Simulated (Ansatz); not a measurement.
**SiC (F-43m): how G0W0 depends on its starting point**

One-shot GW is not self-consistent; how far does the start matter for SiC (F-43m)?

Program: Ansatz 0.2.0. Level of theory: G0W0 on several functionals, plane waves, PAW. Results are calculated unless marked as measured.

In doubt: masses and optical values from hybrid runs of this build are listed as unsure (steps 3, 4), which bears on the screening that GW takes from such a start.

## 1. Set-up

Symmetry: F-43m, No. 216, cubic system. Conventional cell: a = 4.358 Å, b = 4.358 Å, c = 4.358 Å, α = 90.00°, β = 90.00°, γ = 90.00°. Si has 4 C at 1.89 Å nearest. Nearest to C lie 4 Si at 1.89 Å. Farther neighbours are not listed.

Structure file:

```cif
data_structure
_symmetry_space_group_name_H-M 'P 1'
_symmetry_Int_Tables_number 1
_cell_length_a 3.0816
_cell_length_b 3.0816
_cell_length_c 3.0816
_cell_angle_alpha 60.000
_cell_angle_beta 60.000
_cell_angle_gamma 60.000
_cell_volume 20.69
loop_
_atom_site_label
_atom_site_type_symbol
_atom_site_fract_x
_atom_site_fract_y
_atom_site_fract_z
_atom_site_occupancy
Si1 Si 0.00000 0.00000 0.00000 1
C2 C 0.25000 0.25000 0.25000 1
```

The cell and positions come from the Crystallography Open Database and are kept as given unless a step says otherwise. The default PAW set here is soft_2. Its files were made with PBE.

## 2. G0W0 on PBE

G0W0 replaces the xc potential by the self-energy, built once from these orbitals. Only a window of levels is corrected, while the sums run over the empty bands that the input names.

This step: G0W0 on PBE, plane waves, PAW.

File input.yaml:

```yaml
crystal:
  lattice:
    - [0.0, 2.179, 2.179]
    - [2.179, 0.0, 2.179]
    - [2.179, 2.179, 0.0]
  atoms:
    - { symbol: Si, position: [0.0, 0.0, 0.0] }
    - { symbol: C, position: [0.25, 0.25, 0.25] }
kpoints:
  mp_grid: { grid: [6, 6, 6] }
hamiltonian:
  xc: pbe
scf:
  occupations: { method: fixed }
gw:
  n_empty_bands: 61
  ecut_chi: 120
  qp_bands: [v2, c2]
  qp_kpoints: band_edges
  screening: { model: contour_deformation }
```

On the command line:

```console
$ ansatz run input.yaml --threads 2 --pin off --max-ram 92160MiB --backend cuda --events-out ev --progress --plain --runs-dir out --devices 1 --max-vram 13GiB  # rebuilt from the run's record
```

Numbers of over 12 decimals in the logs are rounded to 6 here.

The program printed:

```text
GPUs: using 1 of 1 available (devices: 1).
Engine: ansatz 0.2.0, x86_64-unknown-linux-gnu
Pseudopotentials: kind: paw
Pseudopotential: Si, paw, valence charge 4, recommended cutoff 420 eV (normal), Si.paw.azcp
Pseudopotential: C, paw, valence charge 4, recommended cutoff 420 eV (normal), C.paw.azcp
Functional definition: PBE
  parameter kappa = 0.804
  parameter beta = 0.066725
  exchange = pbe_x(kappa = kappa, mu = beta*pi^2/3)
  correlation = pbe_c(beta = beta)
device memory: the entry about to start is reckoned to put 0.4 GiB on a device that reports 54.3 GiB free (of which the cap on the GPU budget leaves the run 13.0 GiB)
GPU FFT provider: cuFFT
GPU libraries: cuBLAS 13.8.2, cuFFT 12.4.0, cuSOLVER 12.3.4
Crystal: 2 atoms, lattice volume = 20.692 Å³
Basis set: ecut = 420 eV, 411 PW (Γ)
Bands: 8, of which v1, the nominal top of the filled ones, is band 4 counted from 1 (3 counted from 0)
Symmetry: 24 space group operations
Space group: F-43m (ITA 216), of the structure as read, at distance tolerance 2.7e-5 Å
k-points: 16 of 216 (time reversal used)
Non-local potential: Si, projectors of the file, l = 0: 2, l = 1: 2, l = 2: 2
Non-local potential: C, projectors of the file, l = 0: 2, l = 1: 2, l = 2: 1
PAW form: soft (Blöchl's): semilocal exchange-correlation on the pseudo side does not see the compensation charge
PAW one-centre angular grid: Si, 110 points (default); XC on 64 Gauss nodes
PAW one-centre angular grid: C, 110 points (default); XC on 64 Gauss nodes
Initial density: superposition of atomic densities (neutral atoms: chi_scale 0, normalization atom), corrected by the library's trained network
Initial wavefunctions: pseudopotential atomic-orbital guess
GPU buffer pool allocated for 13824 grid points (all kernels)
GPU transforms: local potential and band sums: pruned to the plane-wave sphere, on 24×24×24
Functional: x = pbe(κ = 0.804, μ = 0.219515), c = pbe(β = 0.066725)
SCF iter   1: F=—  HF=-887.146339 eV  |F-HF|=—  |Δ(HF+E_count)|=         —  Δρ=1.78e-3  dr2=5.83e-4  ethr=1.77e-3  ⟨swp⟩=4.1  Hψ=901  notcnv=0  defer=24
preconditioner: auto → none  [insulator: Δε(μ)=1.336 eV  Ē_g=14.039 eV  n_scr=0 (ndim 8)  ℏωp=23.1 eV  f_vac=0.000  ε∞_Penn≈3.7]
SCF iter   2: F=—  HF=-887.146470 eV  |F-HF|=—  |Δ(HF+E_count)|=   1.31e-4  Δρ=6.79e-4  dr2=4.79e-5  ethr=7.29e-6  ⟨swp⟩=2.2  Hψ=346  notcnv=0  defer=27
SCF iter   3: F=—  HF=-887.146491 eV  |F-HF|=—  |Δ(HF+E_count)|=   2.16e-5  Δρ=3.28e-4  dr2=4.56e-6  ethr=5.98e-7  ⟨swp⟩=2.8  Hψ=196  notcnv=0  defer=19
SCF iter   4: F=—  HF=-887.146516 eV  |F-HF|=—  |Δ(HF+E_count)|=   2.43e-5  Δρ=3.42e-5  dr2=1.60e-7  ethr=5.69e-8  ⟨swp⟩=2.2  Hψ=196  notcnv=0  defer=27
iter 5 did not close the SCF: its close was put off for the readings that it lacked (scf_convergence_deferred on its scf_iter line)
SCF iter   5: F=-887.146516 eV  HF=-887.146516 eV  |F-HF|=2.00e-9  |Δ(HF+E_count)|=   1.70e-7  Δρ=3.27e-6  dr2=9.00e-10  ethr=2.00e-9  ⟨swp⟩=2.1  Hψ=189  notcnv=0  defer=29
SCF iter   6: F=-887.146516 eV  HF=-887.146516 eV  |F-HF|=1.10e-11  |Δ(HF+E_count)|=   2.32e-9  Δρ=2.88e-7  dr2=1.11e-11  ethr=1.12e-11  ⟨swp⟩=3.4  Hψ=657  notcnv=0
SCF 1 converged in 6 iterations: F = -887.146516 eV  dr2 = 1.11e-11
  greatest PAW one-centre occupation: 0.644 electrons in one spin orbital (limit 2), on the C atom at site 1 (counted from 0), in its partial waves of l = 0
device memory: the entry about to start is reckoned to put 0.4 GiB on a device that reports 54.5 GiB free (of which the cap on the GPU budget leaves the run 13.0 GiB)
NSCF: frozen V_eff on 16 k-points, pencils in batches of 32, up to order 32
the band table was solved once the SCF had ended and its energy, with any forces and stress, was formed, with the checks that follow a solve (983 applications of the Hamiltonian). They found nothing against the state; the energy, forces and stress were not computed again (output.eigenvalues in the input reference)
device memory: the entry about to start is reckoned to put 0.8 GiB on a device that reports 52.6 GiB free (of which the cap on the GPU budget leaves the run 13.0 GiB)
NSCF: frozen V_eff on 16 k-points
G₀W₀ screening: q 1/16
[... further progress lines ...]
device memory: the entry about to start is reckoned to put 0.3 GiB on a device that reports 50.2 GiB free (of which the cap on the GPU budget leaves the run 13.0 GiB)
NSCF: frozen V_eff on 1 k-points
device memory: the entry about to start is reckoned to put 0.3 GiB on a device that reports 50.2 GiB free (of which the cap on the GPU budget leaves the run 13.0 GiB)
NSCF: frozen V_eff on 1 k-points
SCF converged after 6 iterations
Free energy (F): -887.146516 eV
Harris-Foulkes:  -887.146516 eV  (|F-HF|=1.10e-11)
Internal energy: -887.146516 eV  (E = F + TS)
E sigma→0 (E₀):  -887.146516 eV
Fermi energy:    9.487149 eV
--- Per-component energies (eV) ---
  E_band       = 28.746810
  E_kinetic    = 135.791717
  E_local      = -104.483889  (includes V_loc(G=0)·N_el)
  E_nonlocal   = 51.834139
  E_hartree    = 32.102573
  E_xc         = -105.505659
  E_vxc        = -109.373697  (∫ρ·V_xc dr)
  E_paw        = -612.101628  (= ΣΔE_a)
  E_vpaw       = -9.226592  (= ΣTr[D̂ρ^β])
  E_aug_tail   = 0.000011  (compensation charges beyond the density's cutoff)
  E_ewald      = -284.783780
  E_smearing   = -0.000000  (= −TS)
  E_closure    = 0.000000  (closes the sum)
  Σ components = -887.146516   (vs F -887.146516, Δ=0.00e0)
--- Band table (eV; the first three rows and the last of 16) ---
  k-point 0: bands = ["-5.9201", "9.4871", "9.4871", "9.4871", "15.6996", "16.7903", "16.7903", "16.7903"]
  k-point 1: bands = ["-5.3807", "7.1151", "9.1573", "9.1573", "15.8186", "17.3075", "17.3075", "17.8290"]
  k-point 2: bands = ["-3.8537", "3.3097", "8.6428", "8.6428", "15.1636", "17.1254", "17.1254", "19.3926"]
  k-point 15: bands = ["-0.7298", "2.1944", "4.9788", "5.1038", "13.4762", "16.5757", "20.3073", "21.6879"]
--- G₀W₀: contour deformation, 7 samples at zero and on the imaginary axis and 2 off it, 216 q-points, 61 empty bands' worth ---
  eigenvalues of the whole cell's RPA ε∞ on this k-mesh (on a slab, of 1 + 4πα/V) = 7.1484, 7.1484, 7.1484; static W/v taken at q = 0 is 0.139892
  bands read: the sum over 65 bands ends inside a degenerate multiplet in 1 slot, whose members it reads at an even weight; the widest, k=0: bands 65 to 67 (counted from 1) at 1/3 each
  gw.qp_kpoints: band_edges: 9 of 16 stored k-points solved, in 1 pass; an edge of the gap read off the rows below is read off those points alone
    valence top: of the k-points left out ik 7 came nearest to being solved in a further pass, in band 4 (counted from 1, as in the quasiparticle table): it holds the edge there only if its correction is more favourable than any solved in that band by at least 1.152 eV; those differ by 0.250 eV
    conduction bottom: of the k-points left out ik 10 came nearest to being solved in a further pass, in band 5 (counted from 1, as in the quasiparticle table): it holds the edge there only if its correction is more favourable than any solved in that band by at least 1.372 eV; those differ by 0.379 eV
    ik  band        ε_KS         Σx   Σc(E_QP)       V_xc       Z   E_QP_lin       E_QP  E_QP is
     0     3      9.4871   -18.3487     2.1403   -15.7263  0.7904     9.0035     9.0051  root
     0     4      9.4871   -18.3487     2.1403   -15.7263  0.7904     9.0035     9.0051  root
     0     5     15.6996    -9.6213    -5.1905   -15.4181  0.7824    16.3098    16.3059  root
     0     6     16.7903    -8.0579    -5.1374   -13.8556  0.7976    17.4547    17.4506  root
     1     3      9.1573   -18.3775     2.2155   -15.6509  0.7893     8.6444     8.6462  root
     1     4      9.1573   -18.3775     2.2155   -15.6509  0.7893     8.6444     8.6462  root
     1     5     15.8186    -8.8265    -5.0551   -14.4819  0.7935    16.4221    16.4189  root
     1     6     17.3075    -7.8659    -5.3208   -13.8664  0.7921    17.9917    17.9872  root
     2     3      8.6428   -18.5322     2.3753   -15.6011  0.7869     8.0845     8.0869  root
     2     4      8.6428   -18.5322     2.3753   -15.6011  0.7869     8.0845     8.0869  root
     2     5     15.1636    -8.9848    -4.8610   -14.4364  0.8007    15.7571    15.7542  root
     2     6     17.1254    -7.0335    -5.2609   -12.9168  0.7954    17.7512    17.7478  root
     3     3      8.4336   -18.6249     2.4482   -15.6036  0.7857     7.8580     7.8606  root
     3     4      8.4336   -18.6249     2.4482   -15.6036  0.7857     7.8580     7.8606  root
     3     5     14.9118    -9.1308    -4.7988   -14.5203  0.8022    15.5052    15.5025  root
     3     6     16.7094    -6.7747    -5.1381   -12.5005  0.7997    17.3000    17.2971  root
     4     3      8.3789   -18.2682     2.4071   -15.2774  0.7863     7.7925     7.7952  root
     4     4      8.3789   -18.2682     2.4071   -15.2774  0.7863     7.7925     7.7952  root
     4     5     15.0246    -7.8035    -4.8003   -13.1156  0.8049    15.5387    15.5365  root
     4     6     16.8168    -8.6043    -5.3348   -14.6377  0.7834    17.5193    17.5154  root
     6     3      6.7120   -18.5374     2.8787   -14.9738  0.7742     6.0217     6.0270  root
     6     4      7.7347   -18.4937     2.6146   -15.2471  0.7821     7.0991     7.1026  root
     6     5     14.3203    -7.1443    -4.6936   -12.3128  0.8079    14.7971    14.7952  root
     6     6     17.3045    -8.2052    -5.2983   -14.1747  0.7880    17.9799    17.9756  root
[...]
9     3      6.8777   -18.4770     2.8761   -14.9027  0.7760     6.1744     6.1796  root
     9     4      6.8777   -18.4770     2.8761   -14.9027  0.7760     6.1744     6.1796  root
     9     5     12.1207    -7.1425    -4.2413   -11.7204  0.8154    12.4580    12.4573  root
     9     6     14.6964    -7.2058    -4.6046   -12.3079  0.8162    15.1956    15.1939  root
    12     3      6.2987   -18.5907     3.0620   -14.7968  0.7706     5.5605     5.5668  root
    12     4      6.2987   -18.5907     3.0620   -14.7968  0.7706     5.5605     5.5668  root
    12     5     10.8405    -7.1389    -3.9404   -11.3461  0.8180    11.1077    11.1073  root
    12     6     13.8070    -7.4324    -4.4274   -12.3162  0.8203    14.2647    14.2634  root
```

Wall time 5.8 s (1 × NVIDIA H100 80GB HBM3 (shared by 6 runs) with 2 threads of AMD EPYC 7R13 (Zen 3), shared host); peak memory 0.99 GiB; 7.5 s of CPU time.

This step gave:

```yaml
bands_summed: 65
rpa_eps_infinity_on_this_mesh_eigenvalues: 7.148, 7.148, 7.148
plane_waves_in_the_screening_matrix: 59
q_points_in_the_mesh: 216
g0w0_gap_on_the_mesh: 2.102 eV
k_of_the_valence_top: 0, 0, 0
k_of_the_conduction_bottom: 0, -0.5, -0.5
starting_gap_on_the_mesh: 1.353 eV
z_at_the_valence_top: 0.7904
z_at_the_conduction_bottom: 0.8180
least_direct_g0w0_gap_on_the_computed_points: 5.541 eV
```

The gap on the mesh goes from 1.35 eV to 2.10 eV, a correction of +0.75 eV. Between the two edge states, bare exchange in place of the xc potential would open the gap by 6.83 eV, and correlation takes back 6.08 eV.

## 3. G0W0 on HSE06

The same correction from a different start measures what one shot leaves open.

This step: G0W0 on HSE06, plane waves, PAW.

Edit input.yaml of step 2 so:

```diff
@@ -11,3 +11,3 @@
 hamiltonian:
-  xc: pbe
+  xc: hse06
 scf:
```

The program printed:

```text
GPUs: using 1 of 1 available (devices: 1).
[...]
davidson cushion auto → on  (no smearing: the cushion is to keep the highest requested band from converging to the state above it; pin scf.eigensolver.cushion to override)
[...]
GPU FFT provider: cuFFT
GPU libraries: cuBLAS 13.8.2, cuFFT 12.4.0, cuSOLVER 12.3.4
Crystal: 2 atoms, lattice volume = 20.692 Å³
Basis set: ecut = 420 eV, 411 PW (Γ)
Bands: 8, of which v1, the nominal top of the filled ones, is band 4 counted from 1 (3 counted from 0)
[... 1 set-up line as in the run before ...]
[...]
k-points: 16 of 216 (time reversal used)
[...]
GPU buffer pool allocated for 13824 grid points (all kernels)
[...]
SCF iter   1: F=—  HF=-887.142378 eV  |F-HF|=—  |Δ(HF+E_count)|=         —  Δρ=1.50e-3  dr2=3.52e-4  ethr=1.77e-3  ⟨swp⟩=6.2  Hψ=668  notcnv=0
[...]
SCF iter   2: F=-887.142492 eV  HF=-887.142450 eV  |F-HF|=4.20e-5  |Δ(HF+E_count)|=   7.18e-5  Δρ=5.71e-4  dr2=2.35e-5  ethr=2.91e-7  ⟨swp⟩=2.0  Hψ=754  notcnv=0
SCF 1 stopped early in 2 iterations: F = -887.142492 eV  dr2 = 2.35e-5
[...]
GPU FFT provider: cuFFT
GPU libraries: cuBLAS 13.8.2, cuFFT 12.4.0, cuSOLVER 12.3.4
[...]
GPU buffer pool allocated for 13824 grid points (all kernels)
[...]
G₀W₀ screening: q 1/16
[... further progress lines ...]
[...]
hybrid SCF converged: 2 outer / 7 inner (+2 warm-up), last move |dexx| = 2.95e-8 eV, tail = 1.99e-8 eV
Stability not checked: this state was not tested for a lower state beside it, because the functional holds exact exchange (a hybrid, or Hartree-Fock), whose exchange loop this test does not read (fock_operator; see scf.lower_state_search)
Free energy (F): -887.782855 eV
Frozen-core exchange: fock
[...]
Internal energy: -887.782855 eV  (E = F + TS)
E sigma→0 (E₀):  -887.782855 eV
Fermi energy:    8.875541 eV
[...]
--- Band table (eV; the first three rows and the last of 16) ---
[...]
guard bands above this table: 2 of the run's 8 bands. The solve was not asked for them (output.publish_guard_bands: true or output.eigenvalues: true publishes all)
[...]
0     3      8.8755   -18.3987     2.0163   -16.2931  0.8128     8.7862     8.7862  root
     0     4      8.8755   -18.3987     2.0163   -16.2931  0.8128     8.7862     8.7862  root
     0     5     16.3923    -9.3208    -4.9426   -14.4830  0.8063    16.6123    16.6119  root
     0     6     17.4725    -7.9287    -4.8423   -13.0566  0.8194    17.7586    17.7580  root
     1     3      8.5185   -18.4290     2.0811   -16.2497  0.8118     8.4202     8.4203  root
     1     4      8.5185   -18.4290     2.0811   -16.2497  0.8118     8.4202     8.4203  root
     1     5     16.4668    -8.5756    -4.7938   -13.6093  0.8162    16.7071    16.7067  root
     1     6     18.0370    -7.7364    -5.0031   -13.0134  0.8142    18.3115    18.3110  root
[...]
12     3      5.3828   -18.6180     2.8008   -15.6769  0.7962     5.2424     5.2426  root
    12     4      5.3828   -18.6180     2.8008   -15.6769  0.7962     5.2424     5.2426  root
    12     5     11.1034    -6.9339    -3.8548   -10.9551  0.8374    11.2700    11.2699  root
    12     6     14.2448    -7.2897    -4.2412   -11.7610  0.8390    14.4752    14.4749  root
```

Run time: 18 s. Hardware: 1 × NVIDIA H100 80GB HBM3 (shared by 6 runs) with 2 threads; peak memory 1.1 GiB; 22 s of CPU time.

This step gave:

```yaml
bands_summed: 65
rpa_eps_infinity_on_this_mesh_eigenvalues: 5.828, 5.828, 5.828
plane_waves_in_the_screening_matrix: 59
q_points_in_the_mesh: 216
g0w0_gap_on_the_mesh: 2.484 eV
k_of_the_valence_top: 0, 0, 0
k_of_the_conduction_bottom: 0, -0.5, -0.5
starting_gap_on_the_mesh: 2.228 eV
z_at_the_valence_top: 0.8128
z_at_the_conduction_bottom: 0.8374
least_direct_g0w0_gap_on_the_computed_points: 6.027 eV
```

Against the run with 6×6×6 mesh, 61 empty bands, screening to 120 eV on PBE, the gap moves by +0.38 eV, while the start moved by +0.87 eV.

## 4. G0W0 on PBE0

This step: G0W0 on PBE0, plane waves, PAW.

Edit input.yaml of step 3 so:

```diff
@@ -11,3 +11,3 @@
 hamiltonian:
-  xc: hse06
+  xc: pbe0
 scf:
```

The program printed:

```text
GPUs: using 1 of 1 available (devices: 1).
[...]
GPU FFT provider: cuFFT
GPU libraries: cuBLAS 13.8.2, cuFFT 12.4.0, cuSOLVER 12.3.4
Crystal: 2 atoms, lattice volume = 20.692 Å³
Basis set: ecut = 420 eV, 411 PW (Γ)
Bands: 8, of which v1, the nominal top of the filled ones, is band 4 counted from 1 (3 counted from 0)
[... 1 set-up line as in the run before ...]
[...]
k-points: 16 of 216 (time reversal used)
[...]
1     5     16.8361    -8.5686    -4.6814   -13.2395  0.8255    16.8256    16.8256  root
     1     6     18.4143    -7.7343    -4.8782   -12.6367  0.8237    18.4386    18.4385  root
[...]
12     3      4.9924   -18.6239     2.6887   -16.0692  0.8070     5.1263     5.1264  root
    12     4      4.9924   -18.6239     2.6887   -16.0692  0.8070     5.1263     5.1264  root
    12     5     11.4521    -6.9238    -3.7810   -10.6047  0.8453    11.3520    11.3519  root
    12     6     14.6071    -7.2844    -4.1524   -11.3974  0.8465    14.5677    14.5677  root
[key lines of the parts left out:]
Free energy (F): -888.014769 eV
Fermi energy:    8.498950 eV
```

The job ended after 14 s (1 × NVIDIA H100 80GB HBM3 (shared by 6 runs) with 2 threads; peak memory 1.1 GiB).

This step gave:

| Item | Value |
| --- | --- |
| bands summed | 65 |
| RPA ε∞ on this mesh (eigenvalues) | 5.399, 5.399, 5.399 |
| plane waves in the screening matrix | 59 |
| G0W0 gap on the mesh | 2.649 eV |
| k of the valence top | 0, 0, 0 |
| k of the conduction bottom | 0, -0.5, -0.5 |
| starting gap on the mesh | 2.953 eV |
| least direct G0W0 gap on the computed points | 6.225 eV |

Against the run with 6×6×6 mesh, 61 empty bands, screening to 120 eV on HSE06, the gap moves by +0.16 eV, while the start moved by +0.73 eV.

## 5. The starts together

All on the 6×6×6 mesh with 61 empty bands and screening to 120 eV. Times are wall times on 1 × NVIDIA H100 80GB HBM3 (shared by 6 runs) with 2 threads of AMD EPYC 7R13 (Zen 3), shared host, good to a factor of about two.

| start | starting gap (eV) | shift (eV) | G0W0 gap (eV) | RPA ε∞ (harmonic mean) | Z (valence, conduction) | time |
| --- | --- | --- | --- | --- | --- | --- |
| PBE | 1.35 | +0.75 | 2.10 | 7.15 | 0.79, 0.82 | 5.8 s |
| HSE06 | 2.23 | +0.26 | 2.48 | 5.83 | 0.81, 0.84 | 18 s |
| PBE0 | 2.95 | −0.30 | 2.65 | 5.40 | 0.82, 0.85 | 14 s |

The parts of the quasiparticle energy at the two band edges (eV; QP = start + Σx + Σc − Vxc):

| run | edge | start | Σx | Σc | Vxc | Z | QP |
| --- | --- | --- | --- | --- | --- | --- | --- |
| PBE | valence top | 9.49 | -18.35 | 2.14 | -15.73 | 0.79 | 9.01 |
| PBE | conduction bottom | 10.84 | -7.14 | -3.94 | -11.35 | 0.82 | 11.11 |
| HSE06 | valence top | 8.88 | -18.40 | 2.02 | -16.29 | 0.81 | 8.79 |
| HSE06 | conduction bottom | 11.10 | -6.93 | -3.85 | -10.96 | 0.84 | 11.27 |
| PBE0 | valence top | 8.50 | -18.41 | 1.94 | -16.67 | 0.82 | 8.70 |
| PBE0 | conduction bottom | 11.45 | -6.92 | -3.78 | -10.60 | 0.85 | 11.35 |

For a hybrid start, Vxc holds its share of exact exchange.

## 6. Outcome

- G0W0@PBE: 2.10 eV (start 1.35 eV)
- G0W0@HSE06: 2.48 eV (start 2.23 eV)
- G0W0@PBE0: 2.65 eV (start 2.95 eV)
- known limits: not at the basis limit

The starting gaps span 1.60 eV and the G0W0 gaps 0.55 eV. Between PBE and PBE0, 0.55 eV of the 1.60 eV survives, 34 %. PBE0 screens less than PBE (ε∞ 5.40 against 7.15). Of the 0.55 eV by which its G0W0 gap is higher, the correlation part gives +0.36 eV, and exchange with the one-particle terms, which follow the orbitals, +0.19 eV. On PBE0 the correction is negative: that start lies above its own G0W0 value. The smallest correction, +0.26 eV, is on HSE06, the start nearest to reproducing itself, though another is as near within the errors. Bands and cutoff are finite, so the gap is not at the basis limit. The miss can reach some tenths of an eV and take either sign; the mesh is an error of its own.

[Paths, hosts, dates, memory and timing lines, banners, echoed tables and standing remarks are left out of the program output.]

[Logs are printed without paths, hosts, clocks, repeated set-up lines and the standing remarks that a program may print on its own settings, such as how far it seeks lower states.]

[Runs of the session that timed out or met a known fault of the program may be left out.]

[Cells called generated may have been cut or substituted from an entry of the Crystallography Open Database or the Materials Project.]

[Hosts, paths, dates, database ids (printed as entryN), source tags and the programs' standing remarks are cut or masked in the printed files.]
